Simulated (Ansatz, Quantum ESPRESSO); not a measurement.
# In2Au (Fm-3m): electron–phonon coupling with Quantum ESPRESSO, part 2 of 2

Each step names its level of theory.

So far. Step 2 (Relaxation): The largest force is now zero by symmetry and the largest stress component 1.3e-4 GPa. Step 3 (Second program, ground state): With these potentials, mesh and smearing the cell is at -0.93 GPa. The relaxed cell has a = 6.538 Å (conventional setting).

### 4. Second program, linear response: Fermi–Dirac smearing of 0.1 eV

Level of this step: DFT PBEsol, scalar-relativistic, plane waves, GBRV ultrasoft pseudopotentials (Quantum ESPRESSO).

ph.x gives each mode's frequency and linewidth; λ of a mode follows from Gaussian double-delta sums over the k mesh, here at four widths.

ph.in reads:

```
phonons and couplings
&inputph
   prefix = 'x'
   outdir = './tmp'
   tr2_ph = 1.0d-15
   fildyn = 'x.dyn'
   fildvscf = 'dvscf'
   ldisp = .true.
   nq1 = 2
   nq2 = 2
   nq3 = 2
   electron_phonon = 'simple'
   el_ph_ngauss = 0
   el_ph_sigma = 0.00734986
   el_ph_nsigma = 4
   alpha_mix(1) = 0.5
   amass(1) = 114.818
   amass(2) = 196.9666
/
```

On the command line:

```
> OMP_NUM_THREADS=1 mpirun -n 8 ph.x -nk 8 -in ph.in > ph.x.log
```

The log of the run:

```text
[banner, memory and clock lines left out]
Program PHONON v.7.5

     ./tmp/x.save/

     IMPORTANT: XC functional enforced from input :
     Exchange-correlation= PBESOL
                           (   1   4  10   8   0   0   0)
     Any further DFT definition will be discarded
     Please, verify this is what you really want

     G-vector sticks info

     Check: negative core charge=   -0.000001
     Reading collected, re-writing distributed wavefunctions in ./tmp/

     Dynamical matrices for ( 2, 2, 2)  uniform grid of q-points
     (   3 q-points):
       N         xq(1)         xq(2)         xq(3)
       1   0.000000000   0.000000000   0.000000000
       2  -0.353553391  -0.353553391   0.353553391
       3  -0.707106781   0.000000000   0.000000000

     Number and degeneracy of irreps per q-point
       N         xq(1)         xq(2)         xq(3)   N irreps
       1   0.000000000   0.000000000   0.000000000       3
        3   3   3
       2  -0.353553391  -0.353553391   0.353553391       6
        1   2   1   1   2   2
       3  -0.707106781   0.000000000   0.000000000       6
        1   2   1   1   2   2

     Saving dvscf to file. Distribute only q points, not irreducible representations.

     Calculation of q =    0.0000000   0.0000000   0.0000000

     phonons and couplings

     bravais-lattice index     =            0
     lattice parameter (alat)  =       8.7365  a.u.
     unit-cell volume          =     471.5143 (a.u.)^3
     number of atoms/cell      =            3
     number of atomic types    =            2
     kinetic-energy cut-off    =      45.0000  Ry
     charge density cut-off    =     360.0000  Ry
     convergence threshold     =      1.0E-15
     beta                      =       0.5000
     number of iterations used =            4
     Exchange-correlation= PBESOL
                           (   1   4  10   8   0   0   0)

     celldm(1)=    8.73648  celldm(2)=    0.00000  celldm(3)=    0.00000
     celldm(4)=    0.00000  celldm(5)=    0.00000  celldm(6)=    0.00000

     crystal axes: (cart. coord. in units of alat)
               a(1) = (  0.0000  0.7071  0.7071 )
               a(2) = (  0.7071  0.0000  0.7071 )
               a(3) = (  0.7071  0.7071  0.0000 )

     reciprocal axes: (cart. coord. in units 2 pi/alat)
               b(1) = ( -0.7071  0.7071  0.7071 )
               b(2) = (  0.7071 -0.7071  0.7071 )
               b(3) = (  0.7071  0.7071 -0.7071 )

     Atoms inside the unit cell:

     Cartesian axes

     site n.  atom      mass           positions (alat units)
        1  In    114.8180   tau(    1) = (    0.35355    0.35355    0.35355  )
        2  In    114.8180   tau(    2) = (    1.06066    1.06066    1.06066  )
        3  Au    196.9666   tau(    3) = (    0.00000    0.00000    0.00000  )

     Computing dynamical matrix for
                    q = (   0.0000000   0.0000000   0.0000000 )

     49 Sym.Ops. (with q -> -q+G )

     G cutoff =  696.0108  (  54313 G-vectors)     FFT grid: ( 54, 54, 54)
     G cutoff =  348.0054  (  19339 G-vectors)  smooth grid: ( 40, 40, 40)

     number of k points=    29  Fermi-Dirac smearing, width (Ry)=  0.0073

     PseudoPot. # 1 for In read from file:
     ./pseudo/In.upf
     Pseudo is Ultrasoft + core correction, Zval = 13.0
     Using radial grid of  889 points,  6 beta functions with:
                l(1) =   0
                l(2) =   0
                l(3) =   1
                l(4) =   1
                l(5) =   2
                l(6) =   2
     Q(r) pseudized with  6 coefficients,  rinner =    1.400   1.400   1.400
                                                       1.400   1.400

     PseudoPot. # 2 for Au read from file:
     ./pseudo/Au.upf
     Pseudo is Ultrasoft + core correction, Zval = 11.0
     Using radial grid of  985 points,  7 beta functions with:
                l(1) =   0
                l(2) =   0
                l(3) =   1
                l(4) =   1
                l(5) =   2
                l(6) =   2
                l(7) =   3
     Q(r) pseudized with  6 coefficients,  rinner =    1.900   1.900   1.900
                                                       1.900   1.900   1.900
                                                       1.900

     Mode symmetry, O_h (m-3m)  point group:

     Atomic displacements:
     There are    3 irreducible representations

     Representation     1      3 modes -  To be done

     Representation     2      3 modes -  To be done

     Representation     3      3 modes -  To be done

     Alpha used in Ewald sum =   2.8000

     Representation #   1 modes #   1   2   3

     Self-consistent Calculation

     Pert. #  1: Fermi energy shift (Ry) =    -9.8301E-18    -1.0905E-40
     Pert. #  2: Fermi energy shift (Ry) =    -7.8063E-18    -4.4005E-41
     Pert. #  3: Fermi energy shift (Ry) =     2.6924E-18     4.4005E-41

      thresh= 1.000E-02 alpha_mix =  0.500 |ddv_scf|^2 =  1.280E-06

     Pert. #  1: Fermi energy shift (Ry) =     8.1315E-20    -5.2040E-40
     Pert. #  2: Fermi energy shift (Ry) =     2.7105E-20    -2.7551E-40
     Pert. #  3: Fermi energy shift (Ry) =    -9.9385E-20    -1.5306E-40

      thresh= 1.131E-04 alpha_mix =  0.500 |ddv_scf|^2 =  1.877E-08

     Pert. #  1: Fermi energy shift (Ry) =    -3.2526E-19    -1.5306E-40
     Pert. #  2: Fermi energy shift (Ry) =    -3.7947E-19    -6.1224E-41
     Pert. #  3: Fermi energy shift (Ry) =     3.5237E-19     7.6530E-42

      thresh= 1.370E-05 alpha_mix =  0.500 |ddv_scf|^2 =  5.166E-10

     Pert. #  1: Fermi energy shift (Ry) =    -4.1561E-19    -1.7602E-40
     Pert. #  2: Fermi energy shift (Ry) =    -7.2280E-19    -9.9488E-41
     Pert. #  3: Fermi energy shift (Ry) =    -6.6633E-20     8.9922E-41

      thresh= 2.273E-06 alpha_mix =  0.500 |ddv_scf|^2 =  4.243E-12

     Pert. #  1: Fermi energy shift (Ry) =    -2.8912E-19    -1.7602E-40
     Pert. #  2: Fermi energy shift (Ry) =    -5.7824E-19    -9.9488E-41
     Pert. #  3: Fermi energy shift (Ry) =    -1.6037E-19     8.9922E-41

      thresh= 2.060E-07 alpha_mix =  0.500 |ddv_scf|^2 =  6.933E-14

     Pert. #  1: Fermi energy shift (Ry) =    -3.7947E-19    -1.7602E-40
[...]
thresh= 2.633E-08 alpha_mix =  0.500 |ddv_scf|^2 =  4.774E-15

[...]
thresh= 6.909E-09 alpha_mix =  0.500 |ddv_scf|^2 =  5.416E-17

     End of self-consistent calculation

     Convergence has been achieved

     Representation #   2 modes #   4   5   6

     Self-consistent Calculation

[...]
thresh= 1.000E-02 alpha_mix =  0.500 |ddv_scf|^2 =  5.672E-07

[...]
thresh= 7.532E-05 alpha_mix =  0.500 |ddv_scf|^2 =  3.947E-08

[...]
Smooth grid:    19339 G-vectors     FFT dimensions: (  40,  40,  40)

     Check: negative core charge=   -0.000001

     The potential is recalculated from file :
     ./tmp/_ph0/x.q_3/x.save/charge-density

     Starting wfcs are   27 atomic +    4 random wfcs

     Band Structure Calculation
     Davidson diagonalization with overlap

     ethr =  2.70E-11,  avg # of iterations = 41.2

     End of band structure calculation

     Number of k-points >= 100: set verbosity='high' to print the bands.

     the Fermi energy is    11.3019 ev

     Writing config to output data dir ./tmp/_ph0/x.q_3/x.save/ :
     XML data file

     phonons and couplings

     bravais-lattice index     =            0
     lattice parameter (alat)  =       8.7365  a.u.
     unit-cell volume          =     471.5143 (a.u.)^3
     number of atoms/cell      =            3
     number of atomic types    =            2
     kinetic-energy cut-off    =      45.0000  Ry
     charge density cut-off    =     360.0000  Ry
     convergence threshold     =      1.0E-15
     beta                      =       0.5000
     number of iterations used =            4
     Exchange-correlation= PBESOL
                           (   1   4  10   8   0   0   0)

     celldm(1)=    8.73648  celldm(2)=    0.00000  celldm(3)=    0.00000
     celldm(4)=    0.00000  celldm(5)=    0.00000  celldm(6)=    0.00000

     crystal axes: (cart. coord. in units of alat)
               a(1) = (  0.0000  0.7071  0.7071 )
               a(2) = (  0.7071  0.0000  0.7071 )
               a(3) = (  0.7071  0.7071  0.0000 )

     reciprocal axes: (cart. coord. in units 2 pi/alat)
               b(1) = ( -0.7071  0.7071  0.7071 )
               b(2) = (  0.7071 -0.7071  0.7071 )
               b(3) = (  0.7071  0.7071 -0.7071 )

     Atoms inside the unit cell:

     Cartesian axes

     site n.  atom      mass           positions (alat units)
        1  In    114.8180   tau(    1) = (    0.35355    0.35355    0.35355  )
        2  In    114.8180   tau(    2) = (    1.06066    1.06066    1.06066  )
        3  Au    196.9666   tau(    3) = (    0.00000    0.00000    0.00000  )

     Computing dynamical matrix for
                    q = (  -0.7071068   0.0000000   0.0000000 )

     17 Sym.Ops. (with q -> -q+G )

     G cutoff =  696.0108  (  54313 G-vectors)     FFT grid: ( 54, 54, 54)
     G cutoff =  348.0054  (  19339 G-vectors)  smooth grid: ( 40, 40, 40)

     number of k points=   118  Fermi-Dirac smearing, width (Ry)=  0.0073

     PseudoPot. # 1 for In read from file:
     ./pseudo/In.upf
     Pseudo is Ultrasoft + core correction, Zval = 13.0
     Using radial grid of  889 points,  6 beta functions with:
[...]
l(6) =   2
     Q(r) pseudized with  6 coefficients,  rinner =    1.400   1.400   1.400
                                                       1.400   1.400

     PseudoPot. # 2 for Au read from file:
     ./pseudo/Au.upf
     Pseudo is Ultrasoft + core correction, Zval = 11.0
     Using radial grid of  985 points,  7 beta functions with:
                l(1) =   0
                l(2) =   0
                l(3) =   1
                l(4) =   1
                l(5) =   2
                l(6) =   2
                l(7) =   3
     Q(r) pseudized with  6 coefficients,  rinner =    1.900   1.900   1.900
                                                       1.900   1.900   1.900
                                                       1.900

     Mode symmetry, D_4h(4/mmm) point group:

     Atomic displacements:
     There are    6 irreducible representations

     Representation     1      1 modes -  To be done

     Representation     2      2 modes -  To be done

     Representation     3      1 modes -  To be done

     Representation     4      1 modes -  To be done

     Representation     5      2 modes -  To be done

     Representation     6      2 modes -  To be done

     Alpha used in Ewald sum =   2.8000

     Representation #   1 mode #   1

     Self-consistent Calculation

[...]
End of self-consistent calculation

     Convergence has been achieved

     Representation #   2 modes #   2   3

     Self-consistent Calculation

[...]
End of self-consistent calculation

     Convergence has been achieved

     Representation #   3 mode #   4

     Self-consistent Calculation

[...]
End of self-consistent calculation

     Convergence has been achieved

     Representation #   4 mode #   5

     Self-consistent Calculation

[...]
End of self-consistent calculation

     Convergence has been achieved

     Representation #   5 modes #   6   7

     Self-consistent Calculation

[...]
End of self-consistent calculation

     Convergence has been achieved

     Representation #   6 modes #   8   9

     Self-consistent Calculation

      thresh= 1.000E-02 alpha_mix =  0.500 |ddv_scf|^2 =  6.840E-06

      thresh= 2.615E-04 alpha_mix =  0.500 |ddv_scf|^2 =  1.414E-06

      thresh= 1.189E-04 alpha_mix =  0.500 |ddv_scf|^2 =  2.791E-09

      thresh= 5.283E-06 alpha_mix =  0.500 |ddv_scf|^2 =  4.890E-10

      thresh= 2.211E-06 alpha_mix =  0.500 |ddv_scf|^2 =  3.868E-12

      thresh= 1.967E-07 alpha_mix =  0.500 |ddv_scf|^2 =  3.405E-14

      thresh= 1.845E-08 alpha_mix =  0.500 |ddv_scf|^2 =  4.918E-15

      thresh= 7.013E-09 alpha_mix =  0.500 |ddv_scf|^2 =  9.087E-17

     End of self-consistent calculation

     Convergence has been achieved

     Number of q in the star =    3
     List of q in the star:
          1  -0.707106781  -0.000000000   0.000000000
          2   0.000000000  -0.000000000  -0.707106781
          3  -0.000000000  -0.707106781   0.000000000

     Diagonalizing the dynamical matrix

     q = (   -0.707106781   0.000000000   0.000000000 )

 **************************************************************************
[...]
freq (    2) =       1.618263 [THz] =      53.979455 [cm-1]
     freq (    3) =       2.280092 [THz] =      76.055667 [cm-1]
     freq (    4) =       2.305737 [THz] =      76.911103 [cm-1]
     freq (    5) =       2.305737 [THz] =      76.911103 [cm-1]
     freq (    6) =       2.693247 [THz] =      89.837051 [cm-1]
     freq (    7) =       4.270921 [THz] =     142.462589 [cm-1]
     freq (    8) =       4.439112 [THz] =     148.072842 [cm-1]
     freq (    9) =       4.439112 [THz] =     148.072842 [cm-1]
 **************************************************************************

     Mode symmetry, D_4h(4/mmm) point group:

     freq (   1-   2) =         54.0  [cm-1]   --> E_u  X_5' M_5'
     freq (   3-   3) =         76.1  [cm-1]   --> B_1u X_2' M_2'
     freq (   4-   5) =         76.9  [cm-1]   --> E_g  X_5  M_5
     freq (   6-   6) =         89.8  [cm-1]   --> A_2u X_4' M_4'
     freq (   7-   7) =        142.5  [cm-1]   --> A_1g X_1  M_1
     freq (   8-   9) =        148.1  [cm-1]   --> E_u  X_5' M_5'

     Gaussian Broadening:   0.007 Ry, ngauss=   0
     DOS =  2.640699 states/spin/Ry/Unit Cell at Ef= 11.233030 eV
     double delta at Ef = 19.375731
[...]
Gaussian Broadening:   0.015 Ry, ngauss=   0
     DOS =  4.137153 states/spin/Ry/Unit Cell at Ef= 11.293806 eV
     double delta at Ef = 47.521609
[...]
Gaussian Broadening:   0.022 Ry, ngauss=   0
     DOS =  5.912862 states/spin/Ry/Unit Cell at Ef= 11.310116 eV
     double delta at Ef = 86.791274
[...]
Gaussian Broadening:   0.029 Ry, ngauss=   0
     DOS =  6.549743 states/spin/Ry/Unit Cell at Ef= 11.316093 eV
     double delta at Ef = 97.562933
[...]
lambda(    2)=  0.0523   gamma=    0.86 GHz
     lambda(    3)=  0.0086   gamma=    0.28 GHz
     lambda(    4)=  0.0190   gamma=    0.63 GHz
     lambda(    5)=  0.0190   gamma=    0.63 GHz
     lambda(    6)=  0.0598   gamma=    2.71 GHz
     lambda(    7)=  0.0836   gamma=    9.54 GHz
     lambda(    8)=  0.0064   gamma=    0.79 GHz
     lambda(    9)=  0.0064   gamma=    0.79 GHz
```

The job ended after 11 min (8 MPI ranks of Arm Neoverse V2, shared host).

This step gave:

- highest frequency, solved or plainly interpolated: 148.1 cm⁻¹
- omega log against width: 7.07, 7.323, 7.046, 6.957 meV, at widths 0.1 to 0.4 eV

As ph.x prints them, no sum rule imposed; at the zone centre the sum is no linewidth. Double-delta sums:

| q1 | q2 | q3 | star | mode | omega (meV) | lambda_q, sigma 0.1 eV | lambda_q, sigma 0.2 eV | lambda_q, sigma 0.3 eV | lambda_q, sigma 0.4 eV | half width at sigma 0.2 (meV) |
| --- | --- | --- | --- | --- | --- | --- | --- | --- | --- | --- |
| 0 | 0 | 0 | 1 | 1 | -0.791 | 0 | 0 | 0 | 0 | 8.27e-5 |
| 0 | 0 | 0 | 1 | 2 | -0.791 | 0 | 0 | 0 | 0 | 8.27e-5 |
| 0 | 0 | 0 | 1 | 3 | -0.791 | 0 | 0 | 0 | 0 | 8.27e-5 |
| 0 | 0 | 0 | 1 | 4 | 14.59 | 0.1904 | 0.1511 | 0.1572 | 0.1397 | 0.03073 |
| 0 | 0 | 0 | 1 | 5 | 14.59 | 0.1904 | 0.1511 | 0.1572 | 0.1397 | 0.03073 |
| 0 | 0 | 0 | 1 | 6 | 14.59 | 0.1904 | 0.1511 | 0.1572 | 0.1397 | 0.03073 |
| 0 | 0 | 0 | 1 | 7 | 14.8 | 0.0079 | 0.01 | 0.0087 | 0.0075 | 0.002109 |
| 0 | 0 | 0 | 1 | 8 | 14.8 | 0.0079 | 0.01 | 0.0087 | 0.0075 | 0.002109 |
| 0 | 0 | 0 | 1 | 9 | 14.8 | 0.0079 | 0.01 | 0.0087 | 0.0075 | 0.002109 |
| 0 | 0 | -0.5 | 4 | 1 | 3.963 | 0.1716 | 0.1318 | 0.1799 | 0.2032 | 0.001985 |
| 0 | 0 | -0.5 | 4 | 2 | 3.963 | 0.1716 | 0.1318 | 0.1799 | 0.2032 | 0.001985 |
| 0 | 0 | -0.5 | 4 | 3 | 9.804 | 1.00e-4 | 7.00e-4 | 0.0046 | 0.0083 | 8.27e-5 |
| 0 | 0 | -0.5 | 4 | 4 | 12.63 | 0.041 | 0.0386 | 0.0467 | 0.0486 | 0.005873 |
| 0 | 0 | -0.5 | 4 | 5 | 12.63 | 0.041 | 0.0386 | 0.0467 | 0.0486 | 0.005873 |
| 0 | 0 | -0.5 | 4 | 6 | 14.9 | 0.0233 | 0.0101 | 0.0114 | 0.0223 | 0.002151 |
| 0 | 0 | -0.5 | 4 | 7 | 15.31 | 0.1169 | 0.0499 | 0.0333 | 0.0293 | 0.01117 |
| 0 | 0 | -0.5 | 4 | 8 | 16.42 | 0.0025 | 0.0117 | 0.0167 | 0.0181 | 0.003019 |
| 0 | 0 | -0.5 | 4 | 9 | 16.42 | 0.0025 | 0.0117 | 0.0167 | 0.0181 | 0.003019 |
| 0 | -0.5 | -0.5 | 3 | 1 | 6.693 | 0.0619 | 0.0606 | 0.0565 | 0.0523 | 0.002605 |
| 0 | -0.5 | -0.5 | 3 | 2 | 6.693 | 0.0619 | 0.0606 | 0.0565 | 0.0523 | 0.002605 |
| 0 | -0.5 | -0.5 | 3 | 3 | 9.43 | 0.0222 | 0.0147 | 0.011 | 0.0086 | 0.001241 |
| 0 | -0.5 | -0.5 | 3 | 4 | 9.536 | 0.0017 | 0.0141 | 0.0192 | 0.019 | 0.001241 |
| 0 | -0.5 | -0.5 | 3 | 5 | 9.536 | 0.0017 | 0.0141 | 0.0192 | 0.019 | 0.001241 |
| 0 | -0.5 | -0.5 | 3 | 6 | 11.14 | 0.0136 | 0.0374 | 0.0562 | 0.0598 | 0.004425 |
| 0 | -0.5 | -0.5 | 3 | 7 | 17.66 | 0.045 | 0.0622 | 0.0809 | 0.0836 | 0.01853 |
| 0 | -0.5 | -0.5 | 3 | 8 | 18.36 | 0.0022 | 0.0027 | 0.0046 | 0.0064 | 8.69e-4 |
| 0 | -0.5 | -0.5 | 3 | 9 | 18.36 | 0.0022 | 0.0027 | 0.0046 | 0.0064 | 8.69e-4 |

Mean over the q mesh without its centre; few wavevectors enter, so none of the widths can be taken as converged. The coupling constant λ, lambda by Gaussian width:

| Gaussian width (eV) | coupling constant λ, lambda |
| --- | --- |
| 0.100 | 0.417 |
| 0.200 | 0.358 |
| 0.300 | 0.439 |
| 0.400 | 0.474 |

λ runs from 0.417 at 0.1 eV to 0.474 at 0.4 eV.

### 5. Summary of results

| Quantity | Value |
| --- | --- |
| phonon run of the rows without a label of their own | PBEsol, q 2×2×2, k 8×8×8 |
| coupling λ by Gaussian sums at 0.2 eV, Quantum ESPRESSO, GBRV, cutoff 612 eV, q 2×2×2, k 8×8×8 | 0.358 |

In words: Under gradient-corrected functionals ph.x can misplace modes where the density is low; no frozen-phonon run checks these frequencies. In the last run that gave them, λ from the Gaussian sums still varies by a factor of 1.3 between widths of 0.1 and 0.4 eV; these sums hold few wavevectors and leave out the zone centre. Spin–orbit coupling, left out here, matters for Au.

[Logs are printed without paths, hosts, clocks, repeated set-up lines and the standing remarks that a program may print on its own settings, such as how far it seeks lower states.]

[Hosts, paths, dates, database ids (printed as entryN), source tags and the programs' standing remarks are cut or masked in the printed files.]
